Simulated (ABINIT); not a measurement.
Planning a run of ABINIT 10.8.3 on BN (Qingsongite). The input:

```
acell 3*1.0 Angstrom
rprim 
  -0.000000000000 1.807500000000 1.807500000000
  1.807500000000 0.000000000000 1.807500000000
  1.807500000000 1.807500000000 -0.000000000000
ntypat 2
znucl 5 7
natom 2
typat 1 2
xred 
  0.000000000000 0.000000000000 0.000000000000
  0.250000000000 0.250000000000 0.250000000000
pp_dirpath "pseudos"
pseudos "B.upf, N.upf"
ecut 36
ngkpt 6 6 6
nshiftk 1
shiftk 0 0 0
kptopt 1
chksymbreak 0
istwfk *1
occopt 1
irdwfk 1
optdriver 4
nband 23
gwcalctyp 27
ecutsigx 36
symsigma 0
nkptgw 16
kptgw 
  0.0000000000 0.0000000000 0.0000000000
  0.1666666667 0.0000000000 0.0000000000
  0.3333333333 0.0000000000 0.0000000000
  0.5000000000 0.0000000000 0.0000000000
  0.1666666667 0.1666666667 0.0000000000
  0.3333333333 0.1666666667 0.0000000000
  0.5000000000 0.1666666667 0.0000000000
  -0.3333333333 0.1666666667 0.0000000000
  -0.1666666667 0.1666666667 0.0000000000
  0.3333333333 0.3333333333 0.0000000000
  0.5000000000 0.3333333333 0.0000000000
  -0.3333333333 0.3333333333 0.0000000000
  0.5000000000 0.5000000000 0.0000000000
  0.5000000000 0.3333333333 0.1666666667
  -0.3333333333 0.3333333333 0.1666666667
  -0.3333333333 0.5000000000 0.1666666667
bdgw 
  1 14
  1 14
  1 14
  1 14
  1 14
  1 14
  1 14
  1 14
  1 14
  1 14
  1 14
  1 14
  1 14
  1 14
  1 14
  1 14
ecuteps 4
irdscr 1
indata_prefix "in"
outdata_prefix "out"
tmpdata_prefix "tmp"
```

```sh
OMP_NUM_THREADS=1 mpirun -n 4 abinit run.abi > log
```

Q: Estimate wall time and host memory on 4 MPI ranks of Arm Neoverse V2, shared host.

It took 26 s; on shared hardware allow 13 s to 52 s. Peak host memory was 0.62 GiB.

[Paths, hosts, dates, memory and timing lines, banners, echoed tables and standing remarks are left out of the program output.]

[Logs are printed without paths, hosts, clocks, repeated set-up lines and the standing remarks that a program may print on its own settings, such as how far it seeks lower states.]

[Runs of the session that timed out or met a known fault of the program may be left out.]

[No measured gap is set beside runs whose start may be inverted or whose files or cutoffs have a known fault.]

[Hosts, paths, dates, database ids (printed as entryN), source tags and the programs' standing remarks are cut or masked in the printed files.]

[G0W0 gaps are taken among the corrected bands and points alone; a level outside them can change the order at an edge.]

[Where Ansatz stands beside ABINIT at settings called matched, ABINIT's density can come from a denser mesh and the files from another edition; pairs whose starting gaps differed by over 0.03 eV were left out, so agreement reads better than it is.]
